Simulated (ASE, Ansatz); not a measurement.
## Electronic structure of generalised stacking fault on (110) of a LiCl-LiBr solid solution (56 atoms)

Wanted: forces, charges and levels of generalised stacking fault on (110) of a LiCl-LiBr solid solution (56 atoms).

Main program and level: Ansatz 0.2.0; Kohn-Sham DFT, PBE, PAW (set soft_2), plane waves.

**1. Set-up**

The cell holds 56 atoms: 28 Li, 10 Br and 18 Cl. Its edges and angles: a = 7.448 Å, b = 5.266 Å, c = 26.488 Å, α = 90.0°, β = 82.6°, γ = 90.0°. It derives from LiCl and LiBr. Rock-salt LiCl lattice (a = 5.2663 Å, the value set for the mixture), cell with z along [110], 2 x 1 x 7 periods; the third cell vector is tilted by 0.917 of 1/2[1-10] and lengthened by 0.2 Å, so the cell holds one fault; displaced by a Gaussian of 0.01 Å; 10 of 28 Cl sites given to Br at random (lattice constant by Vegard's rule between LiCl and LiBr).

Limits known from the start: The cell is under 6 Å thick along one periodic direction, so every atom has periodic images of itself close by, which move with it and show among its neighbours and in g(r). The host structure and its lattice constant were typed by rule, without a check against the phase diagram.

**2. Plane-wave single point**

The electrons are solved once, with the atoms held.

Input file input.yaml:

```yaml
crystal:
  lattice:
    - [7.44767, 0.0, 0.0]
    - [0.0, 5.2663, 0.0]
    - [3.41349, 0.0, 26.26686]
  atoms:
    - { symbol: Li, position: [0.54713, 0.00218, 0.992] }
    - { symbol: Br, position: [0.71739, 0.0014, 0.07085] }
    - { symbol: Li, position: [0.93552, 0.99891, 0.14148] }
    - { symbol: Cl, position: [0.65157, 0.00223, 0.21221] }
    - { symbol: Li, position: [0.87118, 0.00101, 0.28303] }
    - { symbol: Cl, position: [0.58692, 0.00063, 0.35393] }
    - { symbol: Li, position: [0.80376, 0.00064, 0.42515] }
    - { symbol: Cl, position: [0.52252, 0.00185, 0.49638] }
    - { symbol: Li, position: [0.74226, 0.00041, 0.56668] }
    - { symbol: Cl, position: [0.45888, 0.00094, 0.63754] }
    - { symbol: Li, position: [0.67664, 0.00077, 0.70841] }
    - { symbol: Cl, position: [0.39291, 0.99799, 0.77951] }
    - { symbol: Li, position: [0.6097, 0.9998, 0.85007] }
    - { symbol: Cl, position: [0.32801, 0.00101, 0.92026] }
    - { symbol: Li, position: [0.04684, 0.00418, 0.99257] }
    - { symbol: Br, position: [0.21851, 0.00428, 0.07067] }
    - { symbol: Li, position: [0.43419, 0.00107, 0.14098] }
    - { symbol: Cl, position: [0.15092, 0.00244, 0.2126] }
    - { symbol: Li, position: [0.36939, 0.00086, 0.28323] }
    - { symbol: Br, position: [0.08687, 0.99656, 0.35332] }
    - { symbol: Li, position: [0.30394, 0.00205, 0.42486] }
    - { symbol: Cl, position: [0.02438, 0.99816, 0.49573] }
    - { symbol: Li, position: [0.24065, 0.00032, 0.5666] }
    - { symbol: Cl, position: [0.95987, 0.00087, 0.63782] }
    - { symbol: Li, position: [0.17656, 0.99943, 0.70851] }
    - { symbol: Cl, position: [0.89301, 0.99911, 0.77891] }
    - { symbol: Li, position: [0.10625, 0.99848, 0.84995] }
    - { symbol: Cl, position: [0.82746, 0.99613, 0.92143] }
    - { symbol: Li, position: [0.22054, 0.5052, 0.07052] }
    - { symbol: Cl, position: [0.9382, 0.4995, 0.14101] }
    - { symbol: Li, position: [0.15317, 0.5011, 0.2122] }
    - { symbol: Cl, position: [0.87022, 0.50118, 0.28328] }
    - { symbol: Li, position: [0.08653, 0.49792, 0.35374] }
    - { symbol: Br, position: [0.80255, 0.49807, 0.42484] }
    - { symbol: Li, position: [0.02481, 0.49838, 0.49532] }
    - { symbol: Cl, position: [0.74, 0.49676, 0.56652] }
    - { symbol: Li, position: [0.96096, 0.49957, 0.63784] }
    - { symbol: Cl, position: [0.674, 0.50368, 0.70815] }
    - { symbol: Li, position: [0.8929, 0.50033, 0.77933] }
    - { symbol: Cl, position: [0.61111, 0.49983, 0.85063] }
    - { symbol: Li, position: [0.82617, 0.50126, 0.92124] }
    - { symbol: Cl, position: [0.54705, 0.50093, 0.99157] }
    - { symbol: Li, position: [0.71869, 0.50282, 0.07082] }
    - { symbol: Br, position: [0.43418, 0.50002, 0.14193] }
    - { symbol: Li, position: [0.65281, 0.49862, 0.21185] }
    - { symbol: Br, position: [0.37057, 0.50284, 0.28276] }
    - { symbol: Li, position: [0.58886, 0.49897, 0.3542] }
    - { symbol: Br, position: [0.30342, 0.50279, 0.42484] }
    - { symbol: Li, position: [0.52332, 0.49823, 0.49621] }
    - { symbol: Cl, position: [0.23881, 0.49874, 0.56729] }
    - { symbol: Li, position: [0.45772, 0.49871, 0.6377] }
    - { symbol: Br, position: [0.17511, 0.49958, 0.70849] }
    - { symbol: Li, position: [0.39259, 0.50001, 0.77954] }
    - { symbol: Br, position: [0.10814, 0.50152, 0.85002] }
    - { symbol: Li, position: [0.32684, 0.49745, 0.92088] }
    - { symbol: Br, position: [0.04434, 0.50399, 0.99235] }
kpoints:
  mp_grid: { grid: [2, 3, 1] }
hamiltonian:
  xc: pbe
scf:
  occupations: { method: gaussian, width: 0.025 }
output:
  forces: true
  stress: true
  populations: true
  dos:
    method: { smearing: { sigma: 0.08 } }
    de: 0.1
    projected: { site_lists: { Br: [Br], Cl: [Cl], Li: [Li] } }
  eigenvalues: true
  write_density: true
  write_potential: true
  volumetric_format: npy
```

Command:

```console
$ ansatz run input.yaml --threads 8 --pin off --max-ram 15872MiB --backend cpu --events-out ev --progress --plain --runs-dir out
```

Numbers of over 12 decimals in the logs are rounded to 6 here.

The log of the run:

```text
Engine: ansatz 0.2.0, aarch64-unknown-linux-gnu
Pseudopotentials: kind: paw
Pseudopotential: Li, paw, valence charge 3, recommended cutoff 420 eV (normal), Li.paw.azcp
Pseudopotential: Br, paw, valence charge 7, recommended cutoff 420 eV (normal), Br.paw.azcp
Pseudopotential: Cl, paw, valence charge 7, recommended cutoff 420 eV (normal), Cl.paw.azcp
[... 5 lines on functional and potentials left out ...]
Crystal: 56 atoms, lattice volume = 1030.230 Å³
Basis set: ecut = 420 eV, 20199 PW (Γ), exchange–correlation on 100×72×360 points (8 copies of the dense FFT grid, shifted against one another)
Bands: 196, of which v1, the nominal top of the filled ones, is band 140 counted from 1 (139 counted from 0)
Symmetry: 1 space group operations
Space group: P1 (ITA 1), of the structure as read, at distance tolerance 1.0e-4 Å
k-points: 4 of 6 (time reversal used)
[... 7 lines on functional and potentials left out ...]
Initial density: superposition of atomic densities (neutral atoms: chi_scale 0, normalization atom), corrected by the library's trained network
Initial wavefunctions: pseudopotential atomic-orbital guess
Functional: x = pbe(κ = 0.804, μ = 0.219515), c = pbe(β = 0.066725)
SCF iter   1: F=—  HF=-53089.676349 eV  |F-HF|=—  |Δ(HF+E_count)|=         —  Δρ=2.94e-4  dr2=2.62e-3  ethr=1.77e-3  ⟨swp⟩=8.8  Hψ=3781  notcnv=0  defer=123
preconditioner: auto → Resta (q_TF=auto, 2.196 Å⁻¹)  ε∞=2.9  [insulator: Δε(μ)=5.399 eV  Ē_g=12.494 eV  σ=0.025 eV  W_gap=1.00  n_scr=188 (ndim 8)  ℏωp=17.3 eV  f_vac=0.000  D(μ)=0.00/eV (n_scr^D=0)  ε∞_Penn≈2.9]
SCF iter   2: F=—  HF=-53089.672837 eV  |F-HF|=—  |Δ(HF+E_count)|=   3.51e-3  Δρ=2.17e-4  dr2=1.48e-3  ethr=9.35e-7  ⟨swp⟩=3.5  Hψ=1777  notcnv=0  defer=168
SCF iter   3: F=—  HF=-53089.672235 eV  |F-HF|=—  |Δ(HF+E_count)|=   6.02e-4  Δρ=1.40e-4  dr2=3.04e-4  ethr=5.27e-7  ⟨swp⟩=2.0  Hψ=1031  notcnv=0  defer=168
SCF iter   4: F=—  HF=-53089.672163 eV  |F-HF|=—  |Δ(HF+E_count)|=   7.16e-5  Δρ=6.59e-5  dr2=8.32e-5  ethr=1.09e-7  ⟨swp⟩=2.2  Hψ=1026  notcnv=0  defer=168
SCF iter   5: F=—  HF=-53089.671539 eV  |F-HF|=—  |Δ(HF+E_count)|=   6.25e-4  Δρ=1.98e-5  dr2=5.27e-6  ethr=2.97e-8  ⟨swp⟩=2.0  Hψ=1240  notcnv=0  defer=168
SCF iter   6: F=—  HF=-53089.671538 eV  |F-HF|=—  |Δ(HF+E_count)|=   5.04e-7  Δρ=3.77e-6  dr2=2.27e-7  ethr=1.88e-9  ⟨swp⟩=2.0  Hψ=1023  notcnv=0  defer=168
SCF iter   7: F=-53089.671538 eV  HF=-53089.671538 eV  |F-HF|=1.80e-8  |Δ(HF+E_count)|=   1.08e-8  Δρ=1.90e-6  dr2=3.89e-8  ethr=3.57e-11  ⟨swp⟩=26.2  Hψ=8056  notcnv=0
SCF 1 converged in 7 iterations: F = -53089.671538 eV  dr2 = 3.89e-8
  greatest PAW one-centre occupation: 1.000 electrons in one spin orbital (limit 2), on the Li atom at site 28 (counted from 0), in its partial waves of l = 0
SCF converged after 7 iterations
Free energy (F): -53089.671538 eV
Harris-Foulkes:  -53089.671538 eV  (|F-HF|=1.80e-8)
Internal energy: -53089.671538 eV  (E = F + TS)
E sigma→0 (E₀):  -53089.671538 eV
Fermi energy:    4.789406 eV
--- Per-component energies (eV) ---
  E_band       = -2893.523487
  E_kinetic    = 4863.338630
  E_local      = -9112.979421  (includes V_loc(G=0)·N_el)
  E_nonlocal   = 286.977715
  E_hartree    = 2567.756058
  E_xc         = -4896.032098
  E_vxc        = -3648.213369  (∫ρ·V_xc dr)
  E_paw        = -34923.268749  (= ΣΔE_a)
  E_vpaw       = -418.170051  (= ΣTr[D̂ρ^β])
  E_aug_tail   = 0.002039  (compensation charges beyond the density's cutoff)
  E_ewald      = -11875.465711
  E_smearing   = -0.000000  (= −TS)
  E_closure    = 0.000000  (closes the sum)
  Σ components = -53089.671538   (vs F -53089.671538, Δ=0.00e0)
--- Forces (eV/Å), atoms counted from 1 ---
  atom   1  Li    -0.07225168    -0.00404031    -0.23214066
  atom   2  Br     0.17834505     0.00031761    -0.17296817
  atom   3  Li     0.00776995     0.00739150     0.21773558
  atom   4  Cl     0.08386634    -0.01454770     0.02191496
  atom   5  Li    -0.14692167    -0.00044827    -0.14165524
  atom   6  Cl     0.02485456     0.00775031    -0.00971866
  atom   7  Li    -0.11915738    -0.01883805     0.11304480
  atom   8  Cl    -0.00408627    -0.02836577     0.02737520
  atom   9  Li    -0.01304578     0.00018519     0.01537223
  atom  10  Cl     0.02704117    -0.01293629    -0.02281196
  atom  11  Li    -0.01282765    -0.00487601    -0.01015533
  atom  12  Cl     0.05834403     0.03283574    -0.00615232
  atom  13  Li    -0.00758140    -0.00192628     0.00468806
  atom  14  Cl     0.05789923     0.00956586     0.10549625
[...]
atom  55  Li     0.24328572     0.00716305     0.04040879
  atom  56  Br    -0.13688780    -0.03258643     0.10933844
  max |Σ_I F_I| component: 1.62e-4 eV/Å
--- Stress (GPa, compression-positive) ---
        0.505071      -0.004512       0.132405
       -0.004512       0.311716       0.000754
        0.132405       0.000754       0.150991
  P = ⅓ Tr σ = 0.3226 GPa (3.226 kbar)
--- Band table (eV) ---
  k-point 0: bands = ["-42.1889", "-42.1869", "-42.1731", "-42.1715", [... 180 levels ...], "11.0131", "11.0551", "11.0897", "11.1644", "11.2254", "11.2401", "11.2909", "11.3379", "11.3511", "11.4007", "11.4254", "11.4589"]
[...]
--- Löwdin populations: 56 sites ---
  site symbol       q [e]
     0     Li      2.3304
     1     Br      7.5499
     2     Li      2.3399
[...]
55     Br      7.5475
  spilling = 0.006199 (of n_electrons = 280.000000)
```

Elapsed: 24 s, on 8 threads of Arm Neoverse V2, shared host; peak memory 3.1 GiB; 3 min of CPU time.

The run gave:

| Quantity | Value |
| --- | --- |
| free energy | -53089.6715 eV |
| free energy per atom | -948.0298 eV/atom |
| SCF cycles | 7 |
| pressure | 0.3226 GPa |
| r.m.s. force component | 0.08928 eV/Å |
| longest force | 0.2786 eV/Å |
| Fermi energy | 4.789 eV |
| gap (highest filled to lowest empty level) | 5.438 eV |
| spilling of the projection | 0.006199 |

Neighbours are counted within 2.88 Å (Li-Cl), 2.90 Å (Li-Br).

Length of the force by element and coordination:

```csv
element,coordination,atoms,mean length of the force (eV/Å),spread,least,most
Br,all,10,0.116,0.0703,0.0246,0.248
Br,5,3,0.215,0.0287,0.178,0.248
Br,6,7,0.0738,0.0274,0.0246,0.111
Cl,all,18,0.0682,0.0246,0.0278,0.121
Cl,5,1,0.106,0,0.106,0.106
Cl,6,17,0.066,0.0234,0.0278,0.121
Li,all,28,0.171,0.0929,0.0091,0.279
Li,5,4,0.167,0.0832,0.0527,0.249
Li,6,24,0.172,0.0944,0.0091,0.279
```

Löwdin charges by element and coordination (they lack the spilled electrons, 0.031 e an atom on average):

```csv
element,coordination,atoms,mean charge (e),spread,least,most
Br,all,10,-0.545,0.003,-0.551,-0.542
Br,5,3,-0.549,0.0014,-0.551,-0.547
Br,6,7,-0.544,0.0012,-0.546,-0.542
Cl,all,18,-0.629,0.0017,-0.633,-0.626
Cl,5,1,-0.633,0,-0.633,-0.633
Cl,6,17,-0.629,0.0015,-0.632,-0.626
Li,all,28,0.661,0.0147,0.628,0.686
Li,5,4,0.650,0.0113,0.641,0.670
Li,6,24,0.663,0.0144,0.628,0.686
```

Density of states as counts of states in windows of 1 eV (from the Fermi level), total and the larger projections:

```csv
from (eV),to (eV),total,Cl p,Br p,Li s
-10,-6,0.0,0.0,0.0,0.0
-6,-5,43.1,24.9,14.1,3.4
-5,-4,51.1,34.9,13.5,1.6
-4,-3,69.1,42.2,25.9,0.3
-3,-2,4.7,1.3,3.4,0.0
-2,2,0.0,0.0,0.0,0.0
2,3,0.3,0.0,0.0,0.2
3,4,11.0,0.3,0.2,3.7
4,5,35.6,0.8,0.5,13.4
```

The curve was stored every 0.10 eV, coarse against its broadening of 0.08 eV, so these counts are rough.

Between -26 and -10 eV lie 56 more states.

About 56 of the 280 electrons lie in deeper levels, below the stored range.

The levels nearest the highest filled one (over half full), pooled over k-points and spins:

```csv
level less the highest filled one (eV),occupation
-0.267,2
-0.254,2
-0.231,2
-0.173,2
-0.121,2
0,2
5.44,0
5.86,0
5.93,0
6.18,0
6.23,0
6.30,0
```

Electrostatic potential energy in the ca plane at fractional y = 0.000, with atoms of Li and Br and Cl within 0.2 Å of it. With pseudopotentials it is smooth inside the atoms' cores, unlike the true potential.

Values in eV, 11 rows by 16 columns, each cell a mean:
```
  7   4 -12   2  -1   3   4  -5 -21   5   6 -33 -27   7   1 -39
  7   4 -24  -1   7  -2 -17   5   5   1   2  -5  -5   6   2 -40
-11   1   0   4   6   0 -18   4   7 -13 -15   6   6  -7   2  -1
-43 -15   7  -1 -24   3   3   4   3  -2  -6   6   5 -22  -6   7
-24  -9   7  -6 -46  -4   7 -16 -29   5   5  -5   1  -1   2   6
  5   5   1   3 -15   3   6 -16 -38   4   6 -34 -23   6   4 -18
  7   3 -23   0   7   2  -4   3  -3   5   5 -22 -19   7   1 -46
  3   4 -13   1   7  -3 -24   4   7  -6  -6   5   4   2   4 -19
-31  -7   5   1  -8   2  -6   5   6 -11 -15   6   6 -18  -3   6
-39 -17   7 -14 -49  -5   6  -5 -11   3   2   5   5 -13  -3   7
 -5   0   5  -7 -46  -6   7 -22 -39   5   6 -22 -11   4   4   1
```
Columns run along c (16.0 Å, from fractional 0.19 to 0.80 of the cell; values clipped at the 3rd and 97th percentile), rows up along a (7.4 Å). Atoms in or near the plane, at fractional coordinates: Cl at (0.21, 0.65), Li at (0.28, 0.87), Cl at (0.35, 0.59), Li at (0.43, 0.80), Cl at (0.50, 0.52), Li at (0.57, 0.74), Cl at (0.64, 0.46), Li at (0.71, 0.68), Cl at (0.78, 0.39), Cl at (0.21, 0.15), Li at (0.28, 0.37), Br at (0.35, 0.09), Li at (0.42, 0.30), Cl at (0.50, 0.02) and more.

Valence density in the ca plane at fractional y = 0.000, with atoms of Li and Br and Cl within 0.2 Å of it. It is the smooth field of the valence electrons, not physical close to the nuclei.

Values in e/Å³, 11 rows by 16 columns, each cell a mean:
```
0.1 0.1 0.1 3.1 1.2 0.1 0.1 1.2 0.2 0.5 0.2 0.1 0.6 1.3 0.3 0.1
0.1 0.5 0.4 0.5 0.3 0.1 0.1 3.6 0.2 0.1 0.2 2.4 0.1 0.2 0.1 0.1
0.2 0.9 0.9 0.1 0.2 1.0 0.4 0.1 0.1 0.2 0.1 2.5 0.1 0.1 1.0 3.0
0.2 0.9 0.9 0.2 0.4 1.1 1.0 0.1 0.5 1.3 0.4 0.1 0.3 0.4 0.2 0.9
1.0 0.4 0.5 0.1 0.2 1.2 0.9 0.1 0.7 1.1 0.7 0.1 0.9 1.3 0.3 0.1
0.6 0.1 0.1 1.7 0.5 0.2 0.2 0.1 0.3 1.1 0.4 0.1 0.9 1.3 0.4 0.1
0.1 0.2 0.2 2.1 0.9 0.1 0.1 3.4 0.2 0.2 0.1 0.4 0.3 0.7 0.2 0.1
0.1 0.9 0.7 0.1 0.1 0.4 0.2 1.4 0.2 0.1 0.2 4.1 0.1 0.1 0.4 1.1
0.2 0.8 0.8 0.2 0.3 1.4 0.8 0.1 0.3 0.7 0.2 0.5 0.1 0.1 0.8 2.8
0.3 0.7 0.8 0.1 0.3 1.2 1.1 0.1 0.6 0.8 0.6 0.1 0.6 1.0 0.2 0.1
1.4 0.1 0.2 0.2 0.1 0.7 0.5 0.1 0.5 0.9 0.6 0.1 1.0 1.1 0.4 0.1
```
Columns run along c (16.0 Å, from fractional 0.00 to 0.60 of the cell), rows up along a (7.4 Å). Atoms in or near the plane, at fractional coordinates: Br at (0.07, 0.72), Li at (0.14, 0.94), Cl at (0.21, 0.65), Li at (0.28, 0.87), Cl at (0.35, 0.59), Li at (0.43, 0.80), Cl at (0.50, 0.52), Li at (0.57, 0.74), Br at (0.07, 0.22), Li at (0.14, 0.43), Cl at (0.21, 0.15), Li at (0.28, 0.37), Br at (0.35, 0.09), Li at (0.42, 0.30) and more.

Mean Löwdin charges: Br -0.55, Cl -0.63, Li +0.66 e (they miss 0.62 % of the electrons, so they add up to more than the cell's charge).

**3. Structure statistics**

These statistics describe the geometry on which the runs were made.

Density 2.63 g/cm³, 18.40 Å³ an atom.

g(r), total and by pair (bins of 0.2 Å):

```csv
r (Å),total,Li-Li,Li-Cl,Li-Br,Cl-Cl,Cl-Br,Br-Br
2.50,0.16,0.00,0.12,0.66,0.00,0.00,0.00
2.70,6.05,0.00,12.45,11.45,0.00,0.00,0.00
2.90,0.06,0.00,0.09,0.17,0.00,0.00,0.00
3.10,0.06,0.00,0.00,0.32,0.00,0.00,0.00
3.30,0.00,0.00,0.00,0.00,0.00,0.00,0.00
3.50,0.00,0.00,0.00,0.00,0.00,0.00,0.00
3.70,6.05,12.08,0.00,0.00,12.80,11.52,11.87
3.90,0.25,0.54,0.00,0.00,0.00,0.73,1.04
4.10,0.02,0.00,0.00,0.00,0.00,0.14,0.00
4.30,0.00,0.00,0.00,0.00,0.00,0.00,0.00
4.50,2.61,0.00,5.30,5.05,0.00,0.00,0.00
4.70,0.19,0.00,0.29,0.52,0.00,0.00,0.00
4.90,0.00,0.00,0.00,0.00,0.00,0.00,0.00
5.10,0.02,0.08,0.00,0.00,0.00,0.00,0.00
5.30,1.49,2.94,0.00,0.00,3.37,2.46,3.83
5.50,0.00,0.00,0.00,0.00,0.00,0.00,0.00
5.70,0.10,0.13,0.03,0.14,0.08,0.14,0.26
5.90,4.71,0.00,9.69,8.94,0.00,0.00,0.00
6.10,0.19,0.00,0.21,0.67,0.00,0.00,0.00
6.30,0.17,0.11,0.17,0.34,0.00,0.12,0.42
6.50,3.95,7.91,0.00,0.00,8.04,8.14,6.68
6.70,0.20,0.39,0.00,0.00,0.22,0.45,0.72
6.90,0.00,0.00,0.00,0.00,0.00,0.00,0.00
7.10,0.00,0.00,0.00,0.00,0.00,0.00,0.00
7.30,0.03,0.08,0.00,0.00,0.00,0.04,0.15
7.50,1.41,2.79,0.00,0.00,3.02,2.67,2.81
7.70,0.18,0.28,0.03,0.15,0.17,0.39,0.28
7.90,3.16,0.00,6.46,6.05,0.00,0.00,0.00
```

Bonds by pair of elements; cutoffs follow the first minimum of g(r), held within bounds set by covalent radii, and pairs that aren't listed don't count as bonded:

```csv
pair A-B,cutoff (Å),bonds,mean length (Å),spread (Å),shortest (Å),B about A,A about B
Li-Cl,2.88,107,2.63,0.013,2.60,3.82,5.94
Li-Br,2.9,57,2.63,0.017,2.57,2.04,5.7
```

How many atoms have how many bonded neighbours:

```csv
element,mean,5,6
Br,5.7,3,7
Cl,5.94,1,17
Li,5.86,4,24
```

Bond angles (no mean is given where the spread exceeds 20°):

```csv
angle,count,mean (°),spread (°)
Li-Cl-Li,265,-,-
Cl-Li-Cl,177,-,-
Br-Li-Cl,172,-,-
Li-Br-Li,135,-,-
Br-Li-Br,51,-,-
```

Bond length by coordination (bonds to H left out):

```csv
element,coordination,atoms,mean bond length (Å)
Br,5,3,2.62
Br,6,7,2.63
Cl,5,1,2.62
Cl,6,17,2.63
Li,5,4,2.62
Li,6,24,2.63
```

With the cutoffs above, 70 % of Br atoms have 6, 94 % of Cl atoms have 6 and 86 % of Li atoms have 6 bonded neighbours.

The surroundings of Li35, which bears the longest force, nearest first, numbered as they follow in the input and with coordinates relative to it.

```csv
atom,x,y,z,distance (Å),bonds,Löwdin charge (e),Fx,Fy,Fz (eV/Å)
Li35,0.00,0.00,0.00,0.00,6,0.66,-0.027,0.003,0.277
Br48,1.83,0.02,-1.85,2.61,6,-0.55,0.068,-0.044,0.075
Cl22,0.00,2.63,0.01,2.63,6,-0.63,-0.027,0.015,0.074
Cl22,0.00,-2.63,0.01,2.63,6,-0.63,-0.027,0.015,0.074
Cl50,1.84,0.00,1.89,2.64,6,-0.63,0.016,0.016,-0.037
Br34,-1.90,0.00,-1.85,2.65,6,-0.54,0.015,0.029,0.057
Cl36,-1.88,-0.01,1.87,2.65,6,-0.63,0.016,0.037,0.025
Li21,1.84,-2.61,-1.85,3.69,6,0.65,0.128,-0.001,0.120
Li49,3.72,0.00,0.02,3.72,6,0.66,-0.010,0.001,0.257
Li23,1.85,-2.62,1.87,3.72,6,0.69,0.008,-0.001,0.017
Li7,-1.89,-2.62,-1.84,3.72,6,0.65,-0.119,-0.019,0.113
Li33,-0.02,0.00,-3.72,3.72,6,0.63,-0.118,-0.004,-0.129
Li21,1.84,2.65,-1.85,3.72,6,0.65,0.128,-0.001,0.120
```

The column of bonds counts only the pairs Li-Cl within 2.88 Å, Li-Br within 2.90 Å; other neighbours, such as metal atoms beside each other in a compound, aren't counted, and periodic images can show an atom twice.

**4. Outcome**

```json
{
  "free energy per atom": "-948.0298 eV/atom",
  "density": "2.63 g/cm³",
  "pressure": "0.3226 GPa",
  "r.m.s. force component": "0.08928 eV/Å",
  "gap (highest filled to lowest empty level)": "5.438 eV",
  "wall time of the 1 DFT run": "24 s"
}
```

**Reading.** The highest filled and lowest empty levels differ by 5.44 eV on the run's k-points; the mesh holds the band edges only if they fold onto it, so the gap at this level can be narrower or closed, while semilocal functionals tend to narrow gaps against experiment. With the cutoffs above, 70 % of Br atoms have 6, 94 % of Cl atoms have 6 and 86 % of Li atoms have 6 bonded neighbours.

[Logs are printed without paths, hosts, clocks, repeated set-up lines and the standing remarks that a program may print on its own settings, such as how far it seeks lower states.]

[Hosts, paths, dates, database ids (printed as entryN), source tags and the programs' standing remarks are cut or masked in the printed files.]
